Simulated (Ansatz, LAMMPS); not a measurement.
# Elastic response of glassy 22SiO2-48B2O3-15CaO-15K2O (mol %) (103 atoms), part 3 of 4

Aim: relax glassy 22SiO2-48B2O3-15CaO-15K2O (mol %) (103 atoms), then change its volume and shape to read moduli from the stress.

Ansatz 0.2.0; Kohn-Sham DFT, PBE, PAW (set soft_2), plane waves.

The cell: 6 Si, 26 B, 4 Ca, 8 K and 59 O. The quench rate of 20 K/ps is many orders above laboratory rates. The starting topology of bonds comes from the classical model. Only the Γ point is sampled.

So far. Step 2 (Single point at the start): The r.m.s. force at the start is 1.1 eV/Å. Step 3 (Cell and atoms relaxed): The relaxation converged after 68 steps, with a largest force component of 0.029 eV/Å.

## Step 5: Volume -3 %

The relaxed cell is scaled evenly and the atoms are relaxed again; the stress at the end gives one point of P(V).

input.yaml reads:

```yaml
crystal:
  lattice:
    - [10.60291, 0.27388, -0.09847]
    - [0.27388, 11.05613, -0.07927]
    - [-0.09847, -0.07927, 10.86306]
  atoms:
    [... the 103 atom lines of step 4 ...]
kpoints:
  mp_grid: { grid: [1, 1, 1] }
hamiltonian:
  xc: pbe
scf:
  occupations: { method: fixed }
output:
  forces: true
  eigenvalues: true
  stress: true
relax:
  f_tol: 0.05
  max_steps: 70
```

Started as:

```bash
$ ansatz run input.yaml --threads 4 --pin off --max-ram 8192MiB --backend cpu --events-out ev --progress --plain --runs-dir out
```

Numbers of over 12 decimals in the logs are rounded to 6 here.

What it wrote:

```text
Warning: output.stress: scf.convergence.dr2_threshold = 1e-7 eV (the SCF's general default) is looser than the 1.03e-8 eV advised for a printed stress (1e-10 eV for each atom of the cell: 103). What an SCF threshold leaves in a stress goes as its square root, and in the free energy as the threshold itself, and one threshold admits the most on a small cell: [...]
[...]
Crystal: 103 atoms, lattice volume = 1272.461 Å³
Basis set: ecut = 420 eV, 24841 PW (Γ), exchange–correlation on 144×150×150 points (8 copies of the dense FFT grid, shifted against one another)
Bands: 387, of which v1, the nominal top of the filled ones, is band 284 counted from 1 (283 counted from 0)
Symmetry: 1 space group operations
[...]
k-points: 1
[...]
SCF iter   1: F=—  HF=-61021.004181 eV  |F-HF|=—  |Δ(HF+E_count)|=         —  Δρ=2.94e-3  dr2=1.13e-1  ethr=1.77e-3  ⟨swp⟩=6.0  Hψ=1396  notcnv=0  defer=100
[...]
SCF iter   5: F=—  HF=-61021.018799 eV  |F-HF|=—  |Δ(HF+E_count)|=   1.74e-4  Δρ=1.02e-4  dr2=1.76e-4  ethr=1.20e-7  ⟨swp⟩=3.0  Hψ=498  notcnv=0  defer=101
SCF iter   6: F=-61021.018782 eV  HF=-61021.018815 eV  |F-HF|=3.25e-5  |Δ(HF+E_count)|=   1.55e-5  Δρ=5.68e-5  dr2=4.15e-5  ethr=1.10e-8  ⟨swp⟩=17.0  Hψ=2970  notcnv=0
SCF 1 converged in 6 iterations: F = -61021.018782 eV  dr2 = 4.15e-5
[...]
relax step   1: F+E_penalty+E_count = -61021.01878209 eV  Δ(F+E_penalty+E_count) = +0.000e0 eV  max|allowed force component| = 6.681e-1 eV/Å  Δτ_max = 0.0000 Å  (6 SCF iters, dr2 threshold 6.25e-5 eV, accepted)
[...]
relax step   2: F+E_penalty+E_count = -61021.27241872 eV  Δ(F+E_penalty+E_count) = -2.536e-1 eV  max|allowed force component| = 3.389e-1 eV/Å  Δτ_max = 0.0874 Å  (7 SCF iters, dr2 threshold 2.79e-5 eV, accepted)
[...]
relax step   3: F+E_penalty+E_count = -61021.35068311 eV  Δ(F+E_penalty+E_count) = -7.826e-2 eV  max|allowed force component| = 3.967e-1 eV/Å  Δτ_max = 0.0893 Å  (7 SCF iters, dr2 threshold 7.18e-6 eV, accepted)
relax step   4: F+E_penalty+E_count = -61021.37588127 eV  Δ(F+E_penalty+E_count) = -2.520e-2 eV  max|allowed force component| = 2.717e-1 eV/Å  Δτ_max = 0.0398 Å  (5 SCF iters, dr2 threshold 4.05e-5 eV, accepted)
relax step   5: F+E_penalty+E_count = -61021.27093882 eV  Δ(F+E_penalty+E_count) = +1.049e-1 eV  max|allowed force component| = 5.258e-1 eV/Å  Δτ_max = 0.1374 Å  (7 SCF iters, dr2 threshold 3.46e-5 eV, rejected (line search))
relax step   6: F+E_penalty+E_count = -61021.39376425 eV  Δ(F+E_penalty+E_count) = -1.788e-2 eV  max|allowed force component| = 5.972e-2 eV/Å  Δτ_max = 0.0311 Å  (10 SCF iters, accepted)
relax step   7: F+E_penalty+E_count = -61021.36064267 eV  Δ(F+E_penalty+E_count) = +3.312e-2 eV  max|allowed force component| = 2.439e-1 eV/Å  Δτ_max = 0.0740 Å  (9 SCF iters, rejected (line search))
relax step   8: F+E_penalty+E_count = -61021.39706912 eV  Δ(F+E_penalty+E_count) = -3.305e-3 eV  max|allowed force component| = 6.409e-2 eV/Å  Δτ_max = 0.0185 Å  (9 SCF iters, accepted)
relax step   9: F+E_penalty+E_count = -61021.39127458 eV  Δ(F+E_penalty+E_count) = +5.795e-3 eV  max|allowed force component| = 1.596e-1 eV/Å  Δτ_max = 0.0340 Å  (8 SCF iters, rejected (line search))
relax step  10: F+E_penalty+E_count = -61021.39831545 eV  Δ(F+E_penalty+E_count) = -1.246e-3 eV  max|allowed force component| = 8.527e-2 eV/Å  Δτ_max = 0.0165 Å  (8 SCF iters, accepted)
relax step  11: F+E_penalty+E_count = -61021.39858859 eV  Δ(F+E_penalty+E_count) = -2.731e-4 eV  max|allowed force component| = 3.467e-2 eV/Å  Δτ_max = 0.0250 Å  (5 SCF iters, dr2 threshold 7.27e-6 eV, accepted)
[...]
relax step  12: F+E_penalty+E_count = -61021.39859018 eV  Δ(F+E_penalty+E_count) = -1.587e-6 eV  max|allowed force component| = 3.484e-2 eV/Å  Δτ_max = 0.0000 Å  (4 SCF iters, accepted)
SCF converged after 4 iterations
Free energy (F): -61021.398590 eV
[...]
Internal energy: -61021.398590 eV  (E = F + TS)
E sigma→0 (E₀):  -61021.398590 eV
Fermi energy:    4.125143 eV
[...]
Σ components = -61021.398590   (vs F -61021.398590, Δ=0.00e0)
--- Forces (eV/Å), atoms counted from 1 ---
  atom   1  Si    -0.00584250    -0.01148644     0.01647308
  atom   2  Si     0.01716777    -0.00138646     0.00849206
  atom   3  Si    -0.00994257    -0.00118795     0.00883554
  atom   4  Si     0.00399352    -0.01223705    -0.00138151
[...]
atom 103  O     -0.00204718     0.00119156     0.00143071
  max |Σ_I F_I| component: 6.27e-5 eV/Å
--- Stress (GPa, compression-positive) ---
        1.635300      -0.135364       0.077299
       -0.135365       1.124671      -0.032372
        0.077316      -0.032383       1.405404
  P = ⅓ Tr σ = 1.3885 GPa (13.885 kbar)
--- Band table (eV) ---
[...]
--- Relaxed structure (12 steps of the walk, 9 accepted, 0 SCFs on fresh bases) ---
  F+E_penalty+E_count = -61021.39859018 eV   max|allowed force component| = 3.484e-2 eV/Å
  atoms:
    - { symbol: Si, position: [0.454877, 0.872935, 0.124732] }
    - { symbol: Si, position: [0.644338, 0.175873, 0.996336] }
    - { symbol: Si, position: [0.194503, 0.237569, 0.283453] }
    - { symbol: Si, position: [0.029891, 0.422281, 0.931421] }
[...]
- { symbol: O, position: [0.734321, 0.860584, 0.887356] }
```

Elapsed: 1.8 min, on 4 threads of Intel Xeon Platinum 8488C (Sapphire Rapids), shared host; peak memory 1.8 GiB; 6.5 min of CPU time.

The program notes that the SCF threshold is loose for the stress.

The relaxation converged after 12 steps, 0.380 eV below its start, with a largest force component of 0.035 eV/Å.

Volume -3 %: the energy stands 0.177 eV above that of the reference, at a pressure of 1.39 GPa.

## Step 6: Volume +3 %

The relaxed cell is scaled to another volume.

Input and log are left out; they have the form of those shown for this kind of step.

It took 74 s on 4 threads of Intel Xeon Platinum 8488C (Sapphire Rapids), shared host; peak memory 1.9 GiB.

The relaxation converged after 8 steps, 0.352 eV below its start, with a largest force component of 0.035 eV/Å.

Volume +3 %: the energy stands 0.150 eV above that of the reference, at a pressure of -1.17 GPa.

## Step 7: Volume -6 %

The relaxed cell is scaled to another volume.

input.yaml, the sections that differ from step 5:

```yaml
crystal:
  lattice:
    - [10.49245, 0.27102, -0.09744]
    - [0.27102, 10.94096, -0.07845]
    - [-0.09744, -0.07845, 10.7499]
  atoms:
    [... the 103 atom lines of step 4 ...]
# kpoints, hamiltonian, scf, output, relax: as in step 5
```

What it wrote:

```text
[...]
Crystal: 103 atoms, lattice volume = 1233.107 Å³
Basis set: ecut = 420 eV, 24119 PW (Γ), exchange–correlation on 144×150×144 points (8 copies of the dense FFT grid, shifted against one another)
Bands: 387, of which v1, the nominal top of the filled ones, is band 284 counted from 1 (283 counted from 0)
Symmetry: 1 space group operations
[...]
k-points: 1
[...]
SCF iter   1: F=—  HF=-61019.254815 eV  |F-HF|=—  |Δ(HF+E_count)|=         —  Δρ=3.11e-3  dr2=1.25e-1  ethr=1.77e-3  ⟨swp⟩=6.0  Hψ=1397  notcnv=0  defer=100
[...]
SCF iter   5: F=—  HF=-61019.267859 eV  |F-HF|=—  |Δ(HF+E_count)|=   1.95e-4  Δρ=1.08e-4  dr2=1.88e-4  ethr=1.34e-7  ⟨swp⟩=3.0  Hψ=498  notcnv=0  defer=101
SCF iter   6: F=-61019.267845 eV  HF=-61019.267875 eV  |F-HF|=3.04e-5  |Δ(HF+E_count)|=   1.56e-5  Δρ=5.67e-5  dr2=4.03e-5  ethr=1.10e-8  ⟨swp⟩=17.0  Hψ=2999  notcnv=0
SCF 1 converged in 6 iterations: F = -61019.267845 eV  dr2 = 4.03e-5
[...]
relax step   1: F+E_penalty+E_count = -61019.26784458 eV  Δ(F+E_penalty+E_count) = +0.000e0 eV  max|allowed force component| = 1.400e0 eV/Å  Δτ_max = 0.0000 Å  (6 SCF iters, dr2 threshold 6.25e-5 eV, accepted)
[...]
relax step   2: F+E_penalty+E_count = -61020.33351507 eV  Δ(F+E_penalty+E_count) = -1.066e0 eV  max|allowed force component| = 7.029e-1 eV/Å  Δτ_max = 0.1687 Å  (7 SCF iters, dr2 threshold 1.00e-4 eV, accepted)
[...]
relax step   3: F+E_penalty+E_count = -61020.67288996 eV  Δ(F+E_penalty+E_count) = -3.394e-1 eV  max|allowed force component| = 8.929e-1 eV/Å  Δτ_max = 0.1737 Å  (7 SCF iters, dr2 threshold 3.09e-5 eV, accepted)
relax step   4: F+E_penalty+E_count = -61020.77551005 eV  Δ(F+E_penalty+E_count) = -1.026e-1 eV  max|allowed force component| = 5.725e-1 eV/Å  Δτ_max = 0.0721 Å  (5 SCF iters, dr2 threshold 1.00e-4 eV, accepted)
relax step   5: F+E_penalty+E_count = -61020.63758299 eV  Δ(F+E_penalty+E_count) = +1.379e-1 eV  max|allowed force component| = 5.468e-1 eV/Å  Δτ_max = 0.2000 Å  (7 SCF iters, dr2 threshold 1.00e-4 eV, rejected (line search))
relax step   6: F+E_penalty+E_count = -61020.85749762 eV  Δ(F+E_penalty+E_count) = -8.199e-2 eV  max|allowed force component| = 1.043e-1 eV/Å  Δτ_max = 0.0758 Å  (10 SCF iters, accepted)
relax step   7: F+E_penalty+E_count = -61020.84038802 eV  Δ(F+E_penalty+E_count) = +1.711e-2 eV  max|allowed force component| = 2.546e-1 eV/Å  Δτ_max = 0.1000 Å  (9 SCF iters, rejected (line search))
relax step   8: F+E_penalty+E_count = -61020.87697173 eV  Δ(F+E_penalty+E_count) = -1.947e-2 eV  max|allowed force component| = 6.784e-2 eV/Å  Δτ_max = 0.0489 Å  (9 SCF iters, accepted)
relax step   9: F+E_penalty+E_count = -61020.87936400 eV  Δ(F+E_penalty+E_count) = -2.392e-3 eV  max|allowed force component| = 1.035e-1 eV/Å  Δτ_max = 0.0175 Å  (8 SCF iters, accepted)
relax step  10: F+E_penalty+E_count = -61020.88604226 eV  Δ(F+E_penalty+E_count) = -6.678e-3 eV  max|allowed force component| = 8.161e-2 eV/Å  Δτ_max = 0.0750 Å  (7 SCF iters, dr2 threshold 4.54e-6 eV, accepted)
relax step  11: F+E_penalty+E_count = -61020.89262068 eV  Δ(F+E_penalty+E_count) = -6.578e-3 eV  max|allowed force component| = 1.114e-1 eV/Å  Δτ_max = 0.0335 Å  (6 SCF iters, dr2 threshold 4.14e-6 eV, accepted)
relax step  12: F+E_penalty+E_count = -61020.90695583 eV  Δ(F+E_penalty+E_count) = -1.434e-2 eV  max|allowed force component| = 1.614e-1 eV/Å  Δτ_max = 0.1158 Å  (7 SCF iters, dr2 threshold 7.71e-6 eV, accepted)
relax step  13: F+E_penalty+E_count = -61020.91536106 eV  Δ(F+E_penalty+E_count) = -8.405e-3 eV  max|allowed force component| = 1.926e-1 eV/Å  Δτ_max = 0.0564 Å  (5 SCF iters, dr2 threshold 2.60e-5 eV, accepted)
relax step  14: F+E_penalty+E_count = -61020.82125374 eV  Δ(F+E_penalty+E_count) = +9.411e-2 eV  max|allowed force component| = 3.024e-1 eV/Å  Δτ_max = 0.2000 Å  (7 SCF iters, dr2 threshold 3.71e-5 eV, rejected (line search))
relax step  15: F+E_penalty+E_count = -61020.92774787 eV  Δ(F+E_penalty+E_count) = -1.239e-2 eV  max|allowed force component| = 1.360e-1 eV/Å  Δτ_max = 0.0557 Å  (10 SCF iters, accepted)
relax step  16: F+E_penalty+E_count = -61020.92966386 eV  Δ(F+E_penalty+E_count) = -1.916e-3 eV  max|allowed force component| = 1.169e-1 eV/Å  Δτ_max = 0.0167 Å  (5 SCF iters, dr2 threshold 9.23e-6 eV, accepted)
relax step  17: F+E_penalty+E_count = -61020.92856378 eV  Δ(F+E_penalty+E_count) = +1.100e-3 eV  max|allowed force component| = 7.992e-2 eV/Å  Δτ_max = 0.0453 Å  (6 SCF iters, dr2 threshold 6.82e-6 eV, rejected (line search))
[...]
relax step  18: F+E_penalty+E_count = -61020.93183188 eV  Δ(F+E_penalty+E_count) = -2.168e-3 eV  max|allowed force component| = 1.938e-2 eV/Å  Δτ_max = 0.0155 Å  (7 SCF iters, accepted)
SCF converged after 7 iterations
Free energy (F): -61020.931832 eV
[...]
Internal energy: -61020.931832 eV  (E = F + TS)
E sigma→0 (E₀):  -61020.931832 eV
Fermi energy:    4.396740 eV
[...]
Σ components = -61020.931832   (vs F -61020.931832, Δ=0.00e0)
--- Forces (eV/Å), atoms counted from 1 ---
  atom   1  Si    -0.00562365     0.00612943     0.00437656
  atom   2  Si     0.00265838    -0.00020524     0.00385144
  atom   3  Si    -0.00424631    -0.00209140    -0.00624339
  atom   4  Si    -0.00136258     0.00392312    -0.00344150
[...]
atom 103  O     -0.00093950     0.00247508    -0.00216374
  max |Σ_I F_I| component: 7.05e-5 eV/Å
--- Stress (GPa, compression-positive) ---
        3.319946      -0.494687       0.223433
       -0.494688       1.969221      -0.160789
        0.223446      -0.160802       2.752364
  P = ⅓ Tr σ = 2.6805 GPa (26.805 kbar)
--- Band table (eV) ---
[...]
--- Relaxed structure (18 steps of the walk, 14 accepted, 0 SCFs on fresh bases) ---
  F+E_penalty+E_count = -61020.93183188 eV   max|allowed force component| = 1.938e-2 eV/Å
  atoms:
    - { symbol: Si, position: [0.454137, 0.872775, 0.124498] }
    - { symbol: Si, position: [0.645339, 0.179147, 0.995362] }
    - { symbol: Si, position: [0.195677, 0.239299, 0.280017] }
    - { symbol: Si, position: [0.028846, 0.417540, 0.928691] }
[...]
- { symbol: O, position: [0.737137, 0.861002, 0.886549] }
```

The job ended after 2.6 min (4 threads; peak memory 1.7 GiB).

The relaxation converged after 18 steps, 1.66 eV below its start, with a largest force component of 0.019 eV/Å.

Volume -6 %: the energy stands 0.643 eV above that of the reference, at a pressure of 2.68 GPa.

## Step 8: Volume +6 %

The relaxed cell is scaled to another volume.

Input and log are left out; they have the form of those shown for this kind of step.

Run time: 2.4 min. Hardware: 4 threads of Intel Xeon Platinum 8488C (Sapphire Rapids), shared host; peak memory 1.9 GiB; 8.8 min of CPU time.

The relaxation converged after 15 steps, 1.36 eV below its start, with a largest force component of 0.040 eV/Å.

Volume +6 %: the energy stands 0.530 eV above that of the reference, at a pressure of -2.06 GPa.

## Step 9: Volume -10 %

The relaxed cell is scaled to another volume.

Input and log are left out; they have the form of those shown for this kind of step.

Run time: 4.5 min. Hardware: 4 threads of Intel Xeon Platinum 8488C (Sapphire Rapids), shared host; peak memory 1.7 GiB.

The relaxation converged after 31 steps, 5.29 eV below its start, with a largest force component of 0.028 eV/Å.

Volume -10 %: the energy stands 1.60 eV above that of the reference, at a pressure of 4.90 GPa.

## Step 10: Stretched by 1 % along x

The relaxed cell is strained along x alone, which gives the stiffness along x and its coupling to y and z.

input.yaml, the sections that differ from step 7:

```yaml
crystal:
  lattice:
    - [10.81822, 0.27667, -0.09947]
    - [0.27944, 11.16896, -0.08008]
    - [-0.10046, -0.08008, 10.97392]
  atoms:
    [... the 103 atom lines of step 4 ...]
# kpoints, hamiltonian, scf, output, relax: as in step 7
```

What it wrote:

```text
[...]
Crystal: 103 atoms, lattice volume = 1324.935 Å³
Basis set: ecut = 420 eV, 25905 PW (Γ), exchange–correlation on 150×150×150 points (8 copies of the dense FFT grid, shifted against one another)
Bands: 387, of which v1, the nominal top of the filled ones, is band 284 counted from 1 (283 counted from 0)
Symmetry: 1 space group operations
[...]
k-points: 1
[...]
SCF iter   1: F=—  HF=-61021.437997 eV  |F-HF|=—  |Δ(HF+E_count)|=         —  Δρ=2.79e-3  dr2=1.02e-1  ethr=1.77e-3  ⟨swp⟩=6.0  Hψ=1366  notcnv=0  defer=100
[...]
SCF iter   6: F=-61021.459347 eV  HF=-61021.459381 eV  |F-HF|=3.45e-5  |Δ(HF+E_count)|=   1.25e-5  Δρ=5.67e-5  dr2=4.24e-5  ethr=1.10e-8  ⟨swp⟩=19.0  Hψ=3011  notcnv=0
SCF 1 converged in 6 iterations: F = -61021.459347 eV  dr2 = 4.24e-5
[...]
relax step   1: F+E_penalty+E_count = -61021.45934669 eV  Δ(F+E_penalty+E_count) = +0.000e0 eV  max|allowed force component| = 3.142e-1 eV/Å  Δτ_max = 0.0000 Å  (6 SCF iters, dr2 threshold 6.25e-5 eV, accepted)
[...]
relax step   2: F+E_penalty+E_count = -61021.50551498 eV  Δ(F+E_penalty+E_count) = -4.617e-2 eV  max|allowed force component| = 2.156e-1 eV/Å  Δτ_max = 0.0418 Å  (7 SCF iters, dr2 threshold 6.17e-6 eV, accepted)
[...]
relax step   3: F+E_penalty+E_count = -61021.51945211 eV  Δ(F+E_penalty+E_count) = -1.394e-2 eV  max|allowed force component| = 1.701e-1 eV/Å  Δτ_max = 0.0363 Å  (7 SCF iters, dr2 threshold 2.91e-6 eV, accepted)
relax step   4: F+E_penalty+E_count = -61021.52599542 eV  Δ(F+E_penalty+E_count) = -6.543e-3 eV  max|allowed force component| = 5.387e-2 eV/Å  Δτ_max = 0.0143 Å  (5 SCF iters, dr2 threshold 1.36e-5 eV, accepted)
relax step   5: F+E_penalty+E_count = -61021.51824375 eV  Δ(F+E_penalty+E_count) = +7.752e-3 eV  max|allowed force component| = 2.395e-1 eV/Å  Δτ_max = 0.0381 Å  (9 SCF iters, rejected (line search))
[...]
relax step   6: F+E_penalty+E_count = -61021.52985413 eV  Δ(F+E_penalty+E_count) = -3.859e-3 eV  max|allowed force component| = 3.697e-2 eV/Å  Δτ_max = 0.0113 Å  (8 SCF iters, accepted)
SCF converged after 8 iterations
Free energy (F): -61021.529854 eV
[...]
Internal energy: -61021.529854 eV  (E = F + TS)
E sigma→0 (E₀):  -61021.529854 eV
Fermi energy:    3.812476 eV
[...]
--- Forces (eV/Å), atoms counted from 1 ---
  atom   1  Si    -0.00124599     0.01482223    -0.00457998
  atom   2  Si     0.00312854    -0.00647130    -0.00108928
  atom   3  Si     0.01043971    -0.00924254    -0.00846553
  atom   4  Si     0.00677043     0.00410402     0.02518069
  atom   5  Si     0.00180802     0.00507693    -0.01196359
  atom   6  Si     0.00189983     0.00962019    -0.00184559
  atom   7  B     -0.00523623    -0.00449395    -0.01424999
  atom   8  B      0.00612945    -0.00217368     0.00655226
  atom   9  B      0.00344073    -0.00762037     0.00388628
  atom  10  B     -0.00236907     0.01177456    -0.00271585
  atom  11  B     -0.00236811     0.00644151    -0.00486601
  atom  12  B      0.00460112     0.00872588    -0.00528778
  atom  13  B      0.00586707    -0.00423549    -0.00648031
  atom  14  B      0.01337417     0.00301966     0.01227930
[...]
atom 102  O     -0.00050397     0.00018227    -0.00075896
  atom 103  O     -0.00205667     0.00246324     0.00010372
  max |Σ_I F_I| component: 7.31e-5 eV/Å
--- Stress (GPa, compression-positive) ---
       -1.115816       0.006793      -0.091962
        0.006795      -0.215639      -0.008299
       -0.091951      -0.008305      -0.212285
  P = ⅓ Tr σ = -0.5146 GPa (-5.146 kbar)
--- Band table (eV) ---
[...]
--- Relaxed structure (6 steps of the walk, 5 accepted, 0 SCFs on fresh bases) ---
  F+E_penalty+E_count = -61021.52985413 eV   max|allowed force component| = 3.697e-2 eV/Å
  atoms:
    - { symbol: Si, position: [0.456729, 0.873094, 0.122703] }
    - { symbol: Si, position: [0.643506, 0.174196, 0.996992] }
    - { symbol: Si, position: [0.190548, 0.237580, 0.288416] }
    - { symbol: Si, position: [0.028868, 0.421028, 0.933063] }
[...]
- { symbol: O, position: [0.734461, 0.863665, 0.884929] }
```

It took 54 s on 4 threads; peak memory 1.8 GiB.

The relaxation converged after 6 steps, 0.0705 eV below its start, with a largest force component of 0.037 eV/Å.

Stretched by 1 % along x: the energy stands 0.0452 eV above that of the reference, at a pressure of -0.515 GPa.

(Continued in part 4 of 4.)

[Logs are printed without paths, hosts, clocks, repeated set-up lines and the standing remarks that a program may print on its own settings, such as how far it seeks lower states.]

[Hosts, paths, dates, database ids (printed as entryN), source tags and the programs' standing remarks are cut or masked in the printed files.]
